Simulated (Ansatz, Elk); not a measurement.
# How far do independent atoms describe K2GaSn?

Structure refinements treat a crystal as free atoms side by side. For a made-up structure of K2GaSn (cell and positions from a PBE relaxation) the runs below show what the calculated density changes in F(hkl).

Method: DFT, PBE, all-electron APW+lo, Dirac cores, scalar-relativistic bands, static density, no spin, in Elk 11.2.3 (patched build).

This account leaves out most program logs.

The structure was built from a prototype and need not be the compound's stable phase.

### Step 1. Starting point

It takes space group Cmcm (No. 63, orthorhombic). Conventional cell: a = 11.058 Å, b = 8.308 Å, c = 6.417 Å, α = 90.00°, β = 90.00°, γ = 90.00°. Nearest to Sn lie 2 Ga at 2.71 Å and 8 K at 3.74 to 3.79 Å. Nearest to Ga lie 2 Sn at 2.71 Å and 2 Ga at 3.21 Å and 8 K at 3.77 to 4.19 Å. Nearest to K lie 4 Sn at 3.74 to 3.79 Å and 4 Ga at 3.77 to 4.19 Å and 5 K at 3.78 to 4.14 Å. Farther neighbours are not listed.

Coordinates:

```cif
data_structure
_symmetry_space_group_name_H-M 'P 1'
_symmetry_Int_Tables_number 1
_cell_length_a 6.9155
_cell_length_b 6.9155
_cell_length_c 6.4167
_cell_angle_alpha 90.000
_cell_angle_beta 90.000
_cell_angle_gamma 73.836
_cell_volume 294.74
loop_
_atom_site_label
_atom_site_type_symbol
_atom_site_fract_x
_atom_site_fract_y
_atom_site_fract_z
_atom_site_occupancy
Sn1 Sn 0.76231 0.23769 0.75000 1
Sn2 Sn 0.23769 0.76231 0.25000 1
Ga3 Ga 0.50000 0.50000 0.50000 1
Ga4 Ga 0.50000 0.50000 0.00000 1
K5 K 0.67141 0.98719 0.25000 1
K6 K 0.32859 0.01281 0.75000 1
K7 K 0.98719 0.67141 0.75000 1
K8 K 0.01281 0.32859 0.25000 1
```

### Step 2. Ground state and structure factors

An all-electron density is needed, since X-rays see the cores too. Task 0 finds the density and task 195 Fourier-transforms it; tshift is off so that phases refer to the origin typed.

Contents of elk.in:

```
tasks
  0
  195

xctype
  20

spinpol
  .false.

rgkmax
  7.0

gmaxvr
  14.0

lmaxo
  7

lmaxapw
  8

swidth
  0.002

tshift
  .false.

ramdisk
  .false.

hmaxvr
  5.5

maxscl
  120

epspot
  1e-06

sppath
  './'

avec
  10.44803972323 -7.84981473024 0.00000000000
  10.44803972323 7.84981473024 -0.00000000000
  0.00000000000 -0.00000000000 12.12577118324

atoms
  3
  'Sn.in'
  2
  0.7623146933 0.2376853067 0.7500000000   0.000000 0.000000 0.000000
  0.2376853067 0.7623146933 0.2500000000   0.000000 0.000000 0.000000
  'Ga.in'
  2
  0.5000000000 0.5000000000 0.5000000000   0.000000 0.000000 0.000000
  0.5000000000 0.5000000000 -0.0000000000   0.000000 0.000000 0.000000
  'K.in'
  4
  0.6714119737 0.9871910627 0.2500000000   0.000000 0.000000 0.000000
  0.3285880263 0.0128089373 0.7500000000   0.000000 0.000000 0.000000
  0.9871910627 0.6714119737 0.7500000000   0.000000 0.000000 0.000000
  0.0128089373 0.3285880263 0.2500000000   0.000000 0.000000 0.000000

ngridk
  4 4 4
```

Run with:

```console
$ OMP_NUM_THREADS=4 elk
```

It took 1.8 min on 4 threads of Arm Neoverse V2, shared host; peak memory 0.49 GiB; 4.6 min of CPU time.

SFACRHO.OUT:

```text

h k l indices transformed by vhmat matrix:
   1.000000000       0.000000000       0.000000000    
   0.000000000       1.000000000       0.000000000    
   0.000000000       0.000000000       1.000000000    

      h      k      l  multipl.   |H|            Re(F)            Im(F)           |F|

      0      0      0      1   0.0000000       238.00000      0.11814072E-16   238.00000    
      1      0      0      4  0.50058241      -33.661245     -0.16820483E-13   33.661245    
      0      0      1      2  0.51816789     -0.23359928E-13 -0.12076244E-13  0.26296804E-13
      1      1      0      2  0.60137456       115.71926     -0.27602844E-13   115.71926    
     -1      0     -1      4  0.72047256      -65.384061     -0.13801422E-13   65.384061    
     -1      0      1      4  0.72047256       65.384061      0.24152488E-13   65.384061    
     -1     -1     -1      4  0.79381946     -0.10351066E-13 -0.60381221E-14  0.11983468E-13
      1     -1      0      2  0.80042466      -59.625483     -0.51755332E-14   59.625483    
     -1      1      1      2  0.95350805      -42.919694      0.34503555E-14   42.919694    
     -1      1     -1      2  0.95350805       42.919694     -0.34503555E-14   42.919694    
     -1     -2      0      4  0.98685636      -80.429472     -0.17251777E-14   80.429472    
      0     -2      0      4   1.0011648      -18.714053      0.18976955E-13   18.714053    
      0      0     -2      2   1.0363358      -93.282882     -0.16284421E-13   93.282882    
     -2     -1     -1      4   1.1146226      -133.10809      0.34503555E-13   133.10809    
     -1     -2     -1      4   1.1146226       133.10809     -0.26740255E-13   133.10809    
      2      0      1      4   1.1273105      -42.322303     -0.29328022E-13   42.322303    
     -2      0      1      4   1.1273105       42.322303     -0.39679088E-13   42.322303    
     -1      0      2      4   1.1509017      -73.459675     -0.28465433E-13   73.459675
```

Elk indexes on the primitive cell of elk.in and gives |H| = 4π sin θ/λ in inverse bohr. Below, one row stands for each form hkl of the conventional cell (m members, Friedel mates merged), F is for one primitive cell and the density is static (no thermal factor). Free-atom factors are Waasmaier and Kirfel's, and R is Σm||F|−|F'||/Σm|F|.

```csv
hkl,m,sin θ/λ (Å⁻¹),"abs F, DFT",neutral atoms,diff.
110,4,0.075,33.661,33.485,+0.176
001,2,0.078,0.000,0.000,+0.000
200,2,0.090,115.719,114.935,+0.784
111,8,0.108,65.384,65.070,+0.314
201,4,0.119,0.000,0.000,+0.000
020,2,0.120,59.626,59.278,+0.348
021,4,0.143,42.920,43.095,-0.176
310,4,0.148,80.430,80.309,+0.121
220,4,0.151,18.714,18.732,-0.018
002,2,0.156,93.283,93.081,+0.202
311,8,0.168,133.108,133.335,-0.227
221,8,0.170,42.322,42.142,+0.181
112,8,0.173,73.460,73.494,-0.034
202,4,0.180,0.406,0.537,-0.132
```

### Step 3. The highest occupied states alone

An energy window below the Fermi level keeps the highest occupied states, to see at which angles they scatter; shallow core shells can lie inside it and anion s states outside. No new self-consistency is needed.

elk.in: that of step 2 with these lines changed.

```diff
@@ -1,3 +1,2 @@
 tasks
-  0
   195
@@ -40,2 +39,5 @@
 
+wsfac
+  -0.427020 0.424220
+
 sppath
```

Run with:

```console
$ OMP_NUM_THREADS=4 elk
```

Run time: 42 s. Hardware: 4 threads; peak memory 0.27 GiB; 45 s of CPU time.

States within 15 eV below the Fermi level hold 19.50 electrons; any levels below the window count with the cores, and a count that is not whole means the window cuts a band. Their amplitudes can exceed the total, where window and core parts have opposite phase:

| hkl | sin θ/λ (Å⁻¹) | abs F, window | abs F, all |
| --- | --- | --- | --- |
| 110 | 0.075 | 5.142 | 33.661 |
| 001 | 0.078 | 0.000 | 0.000 |
| 200 | 0.090 | 10.168 | 115.719 |
| 111 | 0.108 | 3.821 | 65.384 |
| 201 | 0.119 | 0.000 | 0.000 |
| 020 | 0.120 | 0.501 | 59.626 |
| 021 | 0.143 | 0.585 | 42.920 |
| 310 | 0.148 | 2.958 | 80.430 |
| 220 | 0.151 | 1.214 | 18.714 |
| 002 | 0.156 | 0.984 | 93.283 |

### Step 4. Another try

In this try the input is made faulty on purpose, to show what that does.

The input is changed as shown.

elk.in: that of step 3 with these lines changed.

```diff
@@ -1,2 +1,3 @@
 tasks
+  0
   195
@@ -34,3 +35,3 @@
 maxscl
-  120
+  40
 
@@ -39,7 +40,7 @@
 
-wsfac
-  -0.427020 0.424220
-
 sppath
   './'
+
+scale
+  0.52917721
```

Run with:

```console
$ OMP_NUM_THREADS=4 elk
```

Wall time 64 s (4 threads); peak memory 0.3 GiB.

The run finished. A setting was moved off its sound value on purpose, so it serves as a test and not as the result.

The fault put into the input: lattice vectors in angstrom read as bohr.

Its structure factors differ from the first run's by R = 32.2 %.

### Step 5. Another functional

The difference from free atoms is small, so it is set against the change that LDA (Perdew-Wang) makes.

elk.in: that of step 4 with these lines changed.

```diff
@@ -5,3 +5,3 @@
 xctype
-  20
+  3
 
@@ -35,3 +35,3 @@
 maxscl
-  40
+  120
 
@@ -42,5 +42,2 @@
   './'
-
-scale
-  0.52917721
```

Run with:

```console
$ OMP_NUM_THREADS=4 elk
```

The job ended after 77 s (4 threads; peak memory 0.39 GiB; 3.7 min of CPU time).

Against the first run R = 0.05 %; the largest change is -0.079 at 062.

### Step 6. Basis size

The basis and the expansions that go with it are enlarged, to see whether the differences are converged.

elk.in: that of step 5 with these lines changed.

```diff
@@ -5,3 +5,3 @@
 xctype
-  3
+  20
 
@@ -11,12 +11,12 @@
 rgkmax
-  7.0
+  8.5
 
 gmaxvr
-  14.0
+  18.0
 
 lmaxo
-  7
+  9
 
 lmaxapw
-  8
+  10
```

Run with:

```console
$ OMP_NUM_THREADS=4 elk
```

The job ended after 6 min (4 threads; peak memory 0.98 GiB).

Against the first run R = 0.01 %; the largest change is -0.017 at 604.

### Step 7. Settings against the effect

| run | R against the first run (%) | R against neutral atoms, low angle (%) | wall time |
| --- | --- | --- | --- |
| PBE, rgkmax 7 | 0.00 | 0.36 | 1.8 min |
| LDA (Perdew-Wang) | 0.05 | 0.36 | 77 s |
| rgkmax 8.5 with larger expansions | 0.01 | 0.36 | 6 min |

### Step 8. Outcome

```json
{
  "R against neutral atoms, sin θ/λ < 0.3 Å⁻¹": "0.36 %",
  "R against neutral atoms, 0.3 to 0.45 Å⁻¹": "0.20 %"
}
```

**Reading.** Independent neutral atoms miss the calculated amplitudes by R = 0.36 % below 0.3 Å⁻¹ and 0.20 % from there to 0.45 Å⁻¹; by shells, 0.44 % below 0.15 Å⁻¹ (6 forms), 0.35 % 0.15 to 0.3 (37 forms), 0.20 % 0.3 to 0.45 (93 forms). Bonding, aspherical density and the tables' own atoms all enter these figures, and the runs don't part them. The largest change of an amplitude is -0.80 electrons, at 040. Weak lines can change much in proportion: 202 goes from 0.54 to 0.41. Below 0.3 Å⁻¹ the changes that finished (LDA (Perdew-Wang) and rgkmax 8.5 with larger expansions) move F by R = 0.04 % at most, against the 0.36 % that separates it from free atoms. The k-mesh has no finished test. Part of the difference isn't bonding: the tables are fits to free atoms and ions calculated by other methods than this functional. Thermal motion, anomalous dispersion and extinction are left out.

[Logs are printed without paths, hosts, clocks, repeated set-up lines and the standing remarks that a program may print on its own settings, such as how far it seeks lower states.]

[Hosts, paths, dates, database ids (printed as entryN), source tags and the programs' standing remarks are cut or masked in the printed files.]
